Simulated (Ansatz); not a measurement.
# Pb(111) with 4 thermally displaced layers, 2x2: scattering by thermal displacements, part 2 of 2

How much do lattice vibrations at 500 K scatter the electrons of Pb? Layers with random displacements are laid between perfect leads, and the resistance is followed against their length. The measured value for the pure metal at this temperature is 38.3 µΩ cm (CRC Handbook of Chemistry and Physics, 84th ed., 2003, Electrical Resistivity of Pure Metals).

Ansatz 0.2.0; Ansatz plane-wave DFT, PBE, PAW files; ballistic transport by layer matching (Landauer), zero bias; PAW set soft_1.

So far, open channels per spin nearest the Fermi level: step 2 (with 4 displaced layers) 5.02.

## 3. With 8 displaced layers

Each atom of 8 layers is moved at random, by amounts drawn from a normal law 0.1786 Å wide in each direction from the Debye model (105 K) at 500 K. A fresh draw is used; the growth of the resistance with length is what counts.

System of this step: Pb(111) with 8 thermally displaced layers, 2x2. The cell holds 56 atoms: 56 Pb. Its edges and angles: a = 7.001 Å, b = 7.001 Å, c = 40.068 Å, α = 87.5°, β = 92.5°, γ = 120.0°. It derives from Pb. Regions: lead, 24 atoms (24 Pb); scattering region, 32 atoms (32 Pb). The structure is stacked along c, and the current runs across the ab planes.

input.yaml reads:

```yaml
crystal:
  lattice:
    - [7.0014885046, 0.0, 0.0]
    - [-3.5007442523, 6.0634669093, 0.0]
    - [-1.7503721261, 1.0105778182, 40.0168399779]
  atoms:
    - { symbol: Pb, position: [0.005952381, 0.994047619, 0.0357142857] }
    - { symbol: Pb, position: [0.005952381, 0.494047619, 0.0357142857] }
    - { symbol: Pb, position: [0.505952381, 0.994047619, 0.0357142857] }
    - { symbol: Pb, position: [0.505952381, 0.494047619, 0.0357142857] }
    - { symbol: Pb, position: [0.1845238095, 0.3154761905, 0.1071428571] }
    - { symbol: Pb, position: [0.1845238095, 0.8154761905, 0.1071428571] }
    - { symbol: Pb, position: [0.6845238095, 0.3154761905, 0.1071428571] }
    - { symbol: Pb, position: [0.6845238095, 0.8154761905, 0.1071428571] }
    - { symbol: Pb, position: [0.3630952381, 0.1369047619, 0.1785714286] }
    - { symbol: Pb, position: [0.3630952381, 0.6369047619, 0.1785714286] }
    - { symbol: Pb, position: [0.8630952381, 0.1369047619, 0.1785714286] }
    - { symbol: Pb, position: [0.8630952381, 0.6369047619, 0.1785714286] }
    - { symbol: Pb, position: [0.1072515437, 0.9967999731, 0.251594865] }
    - { symbol: Pb, position: [0.0112697408, 0.4577138801, 0.2529296202] }
    - { symbol: Pb, position: [0.5149437665, 0.9696507505, 0.2519183328] }
    - { symbol: Pb, position: [0.5414905785, 0.4239508361, 0.2470470506] }
    - { symbol: Pb, position: [0.193173485, 0.2440151867, 0.3291907677] }
    - { symbol: Pb, position: [0.2122413907, 0.7896430419, 0.3202746517] }
    - { symbol: Pb, position: [0.7805411704, 0.3181781189, 0.3242550048] }
    - { symbol: Pb, position: [0.6653096422, 0.7807857536, 0.3244796261] }
    - { symbol: Pb, position: [0.4166726233, 0.0816367035, 0.4009881484] }
    - { symbol: Pb, position: [0.356084163, 0.5810116782, 0.397029947] }
    - { symbol: Pb, position: [0.9296881803, 0.1600247487, 0.3936984387] }
    - { symbol: Pb, position: [0.8762875851, 0.5908820395, 0.3879877357] }
    - { symbol: Pb, position: [0.0545078997, 0.9407536769, 0.466879256] }
    - { symbol: Pb, position: [0.1005442031, 0.3991380726, 0.4718236157] }
    - { symbol: Pb, position: [0.5929136364, 0.9693104332, 0.462354341] }
    - { symbol: Pb, position: [0.5630670864, 0.4292085595, 0.4688887321] }
    - { symbol: Pb, position: [0.2504390546, 0.2278001841, 0.5297288867] }
    - { symbol: Pb, position: [0.2283435752, 0.7581165155, 0.5401310321] }
    - { symbol: Pb, position: [0.7365900965, 0.2117560659, 0.5396103704] }
    - { symbol: Pb, position: [0.7132556633, 0.7225844317, 0.5384856733] }
    - { symbol: Pb, position: [0.3823883523, 0.0772881624, 0.6045471956] }
    - { symbol: Pb, position: [0.4363466649, 0.5630963005, 0.6080448237] }
    - { symbol: Pb, position: [0.9421186253, 0.0420837844, 0.6134842077] }
    - { symbol: Pb, position: [0.9663349047, 0.5894594168, 0.6123412416] }
    - { symbol: Pb, position: [0.1456697447, 0.9117083518, 0.6789087767] }
    - { symbol: Pb, position: [0.0741426524, 0.3834997583, 0.6751373513] }
    - { symbol: Pb, position: [0.5801896206, 0.8949395896, 0.6760341893] }
    - { symbol: Pb, position: [0.5716692531, 0.3559866405, 0.679769281] }
    - { symbol: Pb, position: [0.3202791881, 0.2472927147, 0.7499379037] }
    - { symbol: Pb, position: [0.339745254, 0.7487773874, 0.7551327908] }
    - { symbol: Pb, position: [0.7496829807, 0.2442679387, 0.7515156064] }
    - { symbol: Pb, position: [0.8082268416, 0.7189820419, 0.7517081126] }
    - { symbol: Pb, position: [0.4702380952, 0.0297619048, 0.8214285714] }
    - { symbol: Pb, position: [0.4702380952, 0.5297619048, 0.8214285714] }
    - { symbol: Pb, position: [0.9702380952, 0.0297619048, 0.8214285714] }
    - { symbol: Pb, position: [0.9702380952, 0.5297619048, 0.8214285714] }
    - { symbol: Pb, position: [0.1488095238, 0.8511904762, 0.8928571429] }
    - { symbol: Pb, position: [0.1488095238, 0.3511904762, 0.8928571429] }
    - { symbol: Pb, position: [0.6488095238, 0.8511904762, 0.8928571429] }
    - { symbol: Pb, position: [0.6488095238, 0.3511904762, 0.8928571429] }
    - { symbol: Pb, position: [0.3273809524, 0.1726190476, 0.9642857143] }
    - { symbol: Pb, position: [0.3273809524, 0.6726190476, 0.9642857143] }
    - { symbol: Pb, position: [0.8273809524, 0.1726190476, 0.9642857143] }
    - { symbol: Pb, position: [0.8273809524, 0.6726190476, 0.9642857143] }
kpoints:
  mp_grid: { grid: [4, 4, 1] }
hamiltonian:
  xc: pbe
  pseudopotentials: { kind: paw, azcp: { folder: soft_1 } }
scf:
  occupations: { method: fermi_dirac, width: 0.1 }
output:
  transmission: { leads: [[0, 4]], kmesh: [8, 8], e_range: [-0.05, 0.05], de: 0.05 }
  write_potential: true
  write_density: true
  volumetric_format: npy
```

Run with:

```bash
ansatz run input.yaml --threads 4 --pin off --max-ram 15360MiB --backend cpu --events-out ev --progress --plain --runs-dir out
```

Numbers of over 12 decimals in the logs are rounded to 6 here.

The log of the run:

```text
[...]
Crystal: 56 atoms, lattice volume = 1698.847 Å³
Basis set: ecut = 420 eV, 33213 PW (Γ)
Bands: 471, of which v1, the nominal top of the filled ones, is band 392 counted from 1 (391 counted from 0)
Symmetry: 1 space group operations
[...]
k-points: 10 of 16 (time reversal used)
[...]
SCF iter   1: F=—  HF=-666891.155223 eV  |F-HF|=—  |Δ(HF+E_count)|=         —  Δρ=8.67e-3  dr2=2.97e0  ethr=3.10e-3  ⟨swp⟩=7.0  Hψ=18687  notcnv=0  defer=123
[...]
SCF iter   9: F=-666890.519085 eV  HF=-666890.519085 eV  |F-HF|=5.11e-8  |Δ(HF+E_count)|=   5.52e-8  Δρ=1.39e-6  dr2=7.92e-8  ethr=1.28e-11  ⟨swp⟩=10.7  Hψ=22350  notcnv=0
SCF 1 converged in 9 iterations: F = -666890.519085 eV  dr2 = 7.92e-8
[...]
transmission: 171 of 1700 steps passed
transmission: 348 of 1700 steps passed
[...]
transmission: 1700 of 1700 steps passed
SCF converged after 9 iterations
Free energy (F): -666890.519085 eV
[...]
Internal energy: -666889.586946 eV  (E = F + TS)
E sigma→0 (E₀):  -666890.053016 eV
Entropy (-TS):   -0.932139 eV (-16.645 meV/atom)
Fermi energy:    11.165776 eV
[...]
--- Band table (eV; the first three rows and the last of 10) ---
  k-point 0: bands = [... 388 lower, 11.5523, 11.6479, 11.7189, 11.7762, 11.8136, 11.8569, 12.0180, 12.0655, ... 75 higher]
  k-point 1: bands = [... 388 lower, 10.9952, 11.0758, 11.1052, 11.2061, 11.3914, 11.5393, 11.6615, 11.7004, ... 75 higher]
  k-point 2: bands = [... 388 lower, 10.9687, 11.0026, 11.0974, 11.1142, 11.1781, 11.2086, 11.2778, 11.2991, ... 75 higher]
  k-point 9: bands = [... 388 lower, 10.9636, 11.0218, 11.1154, 11.1642, 11.1961, 11.2855, 11.3347, 11.3511, ... 75 higher]
--- Transmission ---
  basis      : 367 plane waves across, 50 finite elements along
  points     : 34, standing for a mesh of 8 x 8
[...]
channels       : 5.171875e0 a spin
[...]
junction   : crystal 0 to crystal 0, 2.86 to 40.02 Å
    transmission   : 3.154403e0 a spin
[...]
```

The job ended after 26 min (4 threads of Arm Neoverse V2, shared host; peak memory 9 GiB; 88 min of CPU time).

Numbers from this step:

```
free energy                                    : -666890.5191 eV
energy at zero smearing                        : -666890.0530 eV
Fermi energy                                   : 11.17 eV
transmission per spin nearest the Fermi level  : 3.154
open channels per spin nearest the Fermi level : 5.172
step of the lead's potential                   : 13.8 meV
```

Per spin. Transmission, zone mean against energy, zero at the Fermi level:

```csv
energy (eV),"transmission, zone mean"
-0.0500,3.00
0.0000,3.15
0.0500,3.18
```

Over the solved energies the transmission per spin lies between 3.00 and 3.18, out of 5.12 channels of the lead on average (up to 5.36).

## 4. With 12 displaced layers

Each atom of 12 layers is moved at random, by amounts drawn from a normal law 0.1786 Å wide in each direction from the Debye model (105 K) at 500 K. A fresh draw is used; the growth of the resistance with length is what counts.

System of this step: Pb(111) with 12 thermally displaced layers, 2x2. The cell holds 72 atoms: 72 Pb. Cell: a = 7.001 Å, b = 7.001 Å, c = 51.450 Å, α = 90.0°, β = 90.0°, γ = 120.0°. It derives from Pb. Regions: lead, 24 atoms (24 Pb); scattering region, 48 atoms (48 Pb). The structure is stacked along c, and the current runs across the ab planes.

input.yaml reads:

```yaml
crystal:
  lattice:
    - [7.0014885046, 0.0, 0.0]
    - [-3.5007442523, 6.0634669093, 0.0]
    - [0.0, 0.0, 51.4502228287]
  atoms:
    - { symbol: Pb, position: [0.0, 0.0, 0.0277777778] }
    - { symbol: Pb, position: [0.0, 0.5, 0.0277777778] }
    - { symbol: Pb, position: [0.5, 0.0, 0.0277777778] }
    - { symbol: Pb, position: [0.5, 0.5, 0.0277777778] }
    - { symbol: Pb, position: [0.1666666667, 0.3333333333, 0.0833333333] }
    - { symbol: Pb, position: [0.1666666667, 0.8333333333, 0.0833333333] }
    - { symbol: Pb, position: [0.6666666667, 0.3333333333, 0.0833333333] }
    - { symbol: Pb, position: [0.6666666667, 0.8333333333, 0.0833333333] }
    - { symbol: Pb, position: [0.3333333333, 0.1666666667, 0.1388888889] }
    - { symbol: Pb, position: [0.3333333333, 0.6666666667, 0.1388888889] }
    - { symbol: Pb, position: [0.8333333333, 0.1666666667, 0.1388888889] }
    - { symbol: Pb, position: [0.8333333333, 0.6666666667, 0.1388888889] }
    - { symbol: Pb, position: [0.0028616803, 0.9894292813, 0.1878439581] }
    - { symbol: Pb, position: [0.9853862406, 0.4763284807, 0.1981936407] }
    - { symbol: Pb, position: [0.4938639253, 0.0024585171, 0.1914955023] }
    - { symbol: Pb, position: [0.4868061305, 0.4996603281, 0.1892887773] }
    - { symbol: Pb, position: [0.1727739777, 0.3302092922, 0.2458844225] }
    - { symbol: Pb, position: [0.1130520927, 0.8484437504, 0.2489670999] }
    - { symbol: Pb, position: [0.6496705571, 0.3263781046, 0.2563049022] }
    - { symbol: Pb, position: [0.6666719894, 0.8358844448, 0.2448384403] }
    - { symbol: Pb, position: [0.3888616093, 0.1936885329, 0.3092588361] }
    - { symbol: Pb, position: [0.3480479465, 0.6936639936, 0.3068430945] }
    - { symbol: Pb, position: [0.846732256, 0.162184278, 0.3004397601] }
    - { symbol: Pb, position: [0.8310812613, 0.6096782141, 0.3047227467] }
    - { symbol: Pb, position: [0.9794262464, 0.9692856716, 0.3632392326] }
    - { symbol: Pb, position: [0.9884570272, 0.4871333492, 0.3629154572] }
    - { symbol: Pb, position: [0.5082984113, 0.0409082536, 0.3623309951] }
    - { symbol: Pb, position: [0.4592703161, 0.4427374865, 0.3565719615] }
    - { symbol: Pb, position: [0.1936423832, 0.3318429419, 0.4156839529] }
    - { symbol: Pb, position: [0.1896914543, 0.7955567336, 0.4146338761] }
    - { symbol: Pb, position: [0.6632471618, 0.3506021454, 0.4143635673] }
    - { symbol: Pb, position: [0.6273832757, 0.7860584556, 0.419198204] }
    - { symbol: Pb, position: [0.3468797502, 0.1526364134, 0.4727891675] }
    - { symbol: Pb, position: [0.2934149329, 0.6527708204, 0.4770050249] }
    - { symbol: Pb, position: [0.8708177327, 0.2347115176, 0.4694899134] }
    - { symbol: Pb, position: [0.8452551579, 0.6609086269, 0.4741861493] }
    - { symbol: Pb, position: [0.9915518592, 0.9834715871, 0.524766321] }
    - { symbol: Pb, position: [0.0770639311, 0.4977220324, 0.5207780437] }
    - { symbol: Pb, position: [0.4934414866, 0.0199696335, 0.5260422721] }
    - { symbol: Pb, position: [0.5494611215, 0.529522645, 0.5272490176] }
    - { symbol: Pb, position: [0.139825532, 0.303739923, 0.5809037825] }
    - { symbol: Pb, position: [0.1468283463, 0.8688052262, 0.5888545807] }
    - { symbol: Pb, position: [0.6172259007, 0.2985303933, 0.5771949122] }
    - { symbol: Pb, position: [0.5963384849, 0.7418454676, 0.579368537] }
    - { symbol: Pb, position: [0.361322328, 0.1564859155, 0.6418551104] }
    - { symbol: Pb, position: [0.3467891919, 0.7185218593, 0.6395803651] }
    - { symbol: Pb, position: [0.8611769207, 0.2418406873, 0.6377626624] }
    - { symbol: Pb, position: [0.8051579066, 0.6726133223, 0.6387540943] }
    - { symbol: Pb, position: [0.0136258901, 0.9728560275, 0.6972375789] }
    - { symbol: Pb, position: [0.0119179976, 0.4803352665, 0.6950110567] }
    - { symbol: Pb, position: [0.5133550656, 0.0690887653, 0.6920004093] }
    - { symbol: Pb, position: [0.4727482607, 0.4686089268, 0.6932430738] }
    - { symbol: Pb, position: [0.1778232587, 0.3559462674, 0.7478810297] }
    - { symbol: Pb, position: [0.1410690506, 0.7916148729, 0.7471281259] }
    - { symbol: Pb, position: [0.7522901702, 0.3640000393, 0.747287714] }
    - { symbol: Pb, position: [0.6181883207, 0.804600457, 0.7499247121] }
    - { symbol: Pb, position: [0.3232576486, 0.14474375, 0.8010899163] }
    - { symbol: Pb, position: [0.3762643118, 0.6799697116, 0.8042554476] }
    - { symbol: Pb, position: [0.8199072382, 0.1510709297, 0.7953646804] }
    - { symbol: Pb, position: [0.820518583, 0.6351369809, 0.8020752857] }
    - { symbol: Pb, position: [0.0, 0.0, 0.8611111111] }
    - { symbol: Pb, position: [0.0, 0.5, 0.8611111111] }
    - { symbol: Pb, position: [0.5, 0.0, 0.8611111111] }
    - { symbol: Pb, position: [0.5, 0.5, 0.8611111111] }
    - { symbol: Pb, position: [0.1666666667, 0.3333333333, 0.9166666667] }
    - { symbol: Pb, position: [0.1666666667, 0.8333333333, 0.9166666667] }
    - { symbol: Pb, position: [0.6666666667, 0.3333333333, 0.9166666667] }
    - { symbol: Pb, position: [0.6666666667, 0.8333333333, 0.9166666667] }
    - { symbol: Pb, position: [0.3333333333, 0.1666666667, 0.9722222222] }
    - { symbol: Pb, position: [0.3333333333, 0.6666666667, 0.9722222222] }
    - { symbol: Pb, position: [0.8333333333, 0.1666666667, 0.9722222222] }
    - { symbol: Pb, position: [0.8333333333, 0.6666666667, 0.9722222222] }
kpoints:
  mp_grid: { grid: [4, 4, 1] }
hamiltonian:
  xc: pbe
  pseudopotentials: { kind: paw, azcp: { folder: soft_1 } }
scf:
  occupations: { method: fermi_dirac, width: 0.1 }
output:
  transmission: { leads: [[0, 4]], kmesh: [8, 8], e_range: [-0.05, 0.05], de: 0.05 }
  write_potential: true
  write_density: true
  volumetric_format: npy
```

The log of the run:

```text
[...]
Crystal: 72 atoms, lattice volume = 2184.231 Å³
Basis set: ecut = 420 eV, 42621 PW (Γ)
Bands: 605, of which v1, the nominal top of the filled ones, is band 504 counted from 1 (503 counted from 0)
Symmetry: 1 space group operations
[...]
k-points: 10 of 16 (time reversal used)
[...]
SCF iter   1: F=—  HF=-857429.566629 eV  |F-HF|=—  |Δ(HF+E_count)|=         —  Δρ=8.92e-3  dr2=7.22e0  ethr=3.10e-3  ⟨swp⟩=7.0  Hψ=24126  notcnv=0  defer=168
[...]
SCF iter  10: F=-857428.715846 eV  HF=-857428.715846 eV  |F-HF|=3.34e-8  |Δ(HF+E_count)|=   5.59e-9  Δρ=4.57e-7  dr2=3.79e-8  ethr=9.92e-12  ⟨swp⟩=12.6  Hψ=29525  notcnv=0
SCF 1 converged in 10 iterations: F = -857428.715846 eV  dr2 = 3.79e-8
[...]
transmission: 222 of 2176 steps passed
transmission: 441 of 2176 steps passed
[...]
transmission: 2176 of 2176 steps passed
SCF converged after 10 iterations
Free energy (F): -857428.715846 eV
[...]
Internal energy: -857427.587448 eV  (E = F + TS)
E sigma→0 (E₀):  -857428.151647 eV
Entropy (-TS):   -1.128398 eV (-15.672 meV/atom)
Fermi energy:    11.185429 eV
[...]
--- Band table (eV; the first three rows and the last of 10) ---
  k-point 0: bands = [... 500 lower, 11.5687, 11.5973, 11.6450, 11.6866, 11.8024, 11.8251, 11.8645, 11.9570, ... 97 higher]
  k-point 1: bands = [... 500 lower, 11.0316, 11.1531, 11.2445, 11.3212, 11.3616, 11.4119, 11.4583, 11.5635, ... 97 higher]
  k-point 2: bands = [... 500 lower, 11.0533, 11.0889, 11.1569, 11.1656, 11.1821, 11.1994, 11.2466, 11.2820, ... 97 higher]
  k-point 9: bands = [... 500 lower, 11.0398, 11.0919, 11.1238, 11.1673, 11.1879, 11.2295, 11.2656, 11.2986, ... 97 higher]
--- Transmission ---
  basis      : 367 plane waves across, 64 finite elements along
  points     : 34, standing for a mesh of 8 x 8
[...]
channels       : 5.171875e0 a spin
[...]
junction   : crystal 0 to crystal 0, -0.00 to 48.59 Å
    transmission   : 2.536602e0 a spin
[...]
```

Run time: 42 min. Hardware: 4 threads; peak memory 10 GiB; 2.4 h of CPU time.

Numbers from this step:

```yaml
free_energy: -857428.7158 eV
energy_at_zero_smearing: -857428.1516 eV
fermi_energy: 11.19 eV
transmission_per_spin_nearest_the_fermi_level: 2.537
step_of_the_lead_s_potential: 11.6 meV
```

Per spin. Table of transmission, zone mean by energy, zero at the Fermi level:

```csv
energy (eV),"transmission, zone mean"
-0.0500,2.52
0.0000,2.54
0.0500,2.54
```

Over the solved energies the transmission per spin lies between 2.52 and 2.54, out of 5.23 channels of the lead on average (up to 5.36).

## 5. Resistance against length

This step: Ansatz plane-wave DFT, PBE, PAW files; ballistic transport by layer matching (Landauer), zero bias; resistivity from the slope of the area resistance; PAW set soft_1 (Ansatz 0.2.0).

This step gave:

```yaml
resistivity: 30.52 µΩ cm
intercept: 0.04489 fΩ m²
scatter_about_the_fit: 0.03660 fΩ m²
```

Resistance, by row:

```csv
run,length (Å),T,channels N,RA (fΩ m²)
n4,11.43,3.629,5.026,0.4197
n8,22.87,3.111,5.12,0.6909
n12,34.3,2.532,5.234,1.117
```

Area resistance against length of the displaced region:

```csv
length of the displaced region (Å),area resistance (fΩ m²)
11.43,0.420
22.87,0.691
34.30,1.12
```

The area resistance goes from 0.42 to 1.1 fΩ m² between 11 and 34.3 Å, a slope of 31 µΩ cm.

By hand from the end points: (1.117 − 0.4197) fΩ m² / (34.30 − 11.4) Å = 31 µΩ cm, since 1 fΩ m² per Å is 1000 µΩ cm.

## 6. What came out

| Quantity | Value |
| --- | --- |
| resistivity from the slope | 30.5 µΩ cm |
| area resistance over 11.4 Å | 0.420 fΩ m² |
| area resistance over 22.9 Å | 0.691 fΩ m² |
| area resistance over 34.3 Å | 1.12 fΩ m² |

In words: The slope gives 31 µΩ cm. The points scatter by 0.037 fΩ m² about the line, with one random draw a length in a 2x2 cell, so the slope is a rough value. The mean square of the displacements drawn is 0.78, 0.99 and 1.2 of the nominal one at the three lengths; with each resistance scaled back by that, the slope is 18 µΩ cm, the value used below. The lead's own channel count moves between the runs (5.03, 5.12 and 5.23), which shifts RA and the slope too. Read with a model of isotropic scattering on a spherical Fermi surface and the lead's 0.92×10¹⁵ S/m², this slope means a mean free path near 48 Å; over these lengths the model's slope is 1.06 times its bulk resistivity, which would be 17 µΩ cm. Uncorrelated displacements put too much weight on short waves, which scatter strongly; with the sideways repeat of a small cell, one draw and three short lengths, the method is good to a factor of two or three. The measured value is 38.3 µΩ cm (CRC Handbook of Chemistry and Physics, 84th ed., 2003, Electrical Resistivity of Pure Metals); the scaled slope is 0.47 times that and the corrected value 0.44: low. Spin-orbit coupling is left out, which matters for Pb.

[Logs are printed without paths, hosts, clocks, repeated set-up lines and the standing remarks that a program may print on its own settings, such as how far it seeks lower states.]

[Hosts, paths, dates, database ids (printed as entryN), source tags and the programs' standing remarks are cut or masked in the printed files.]
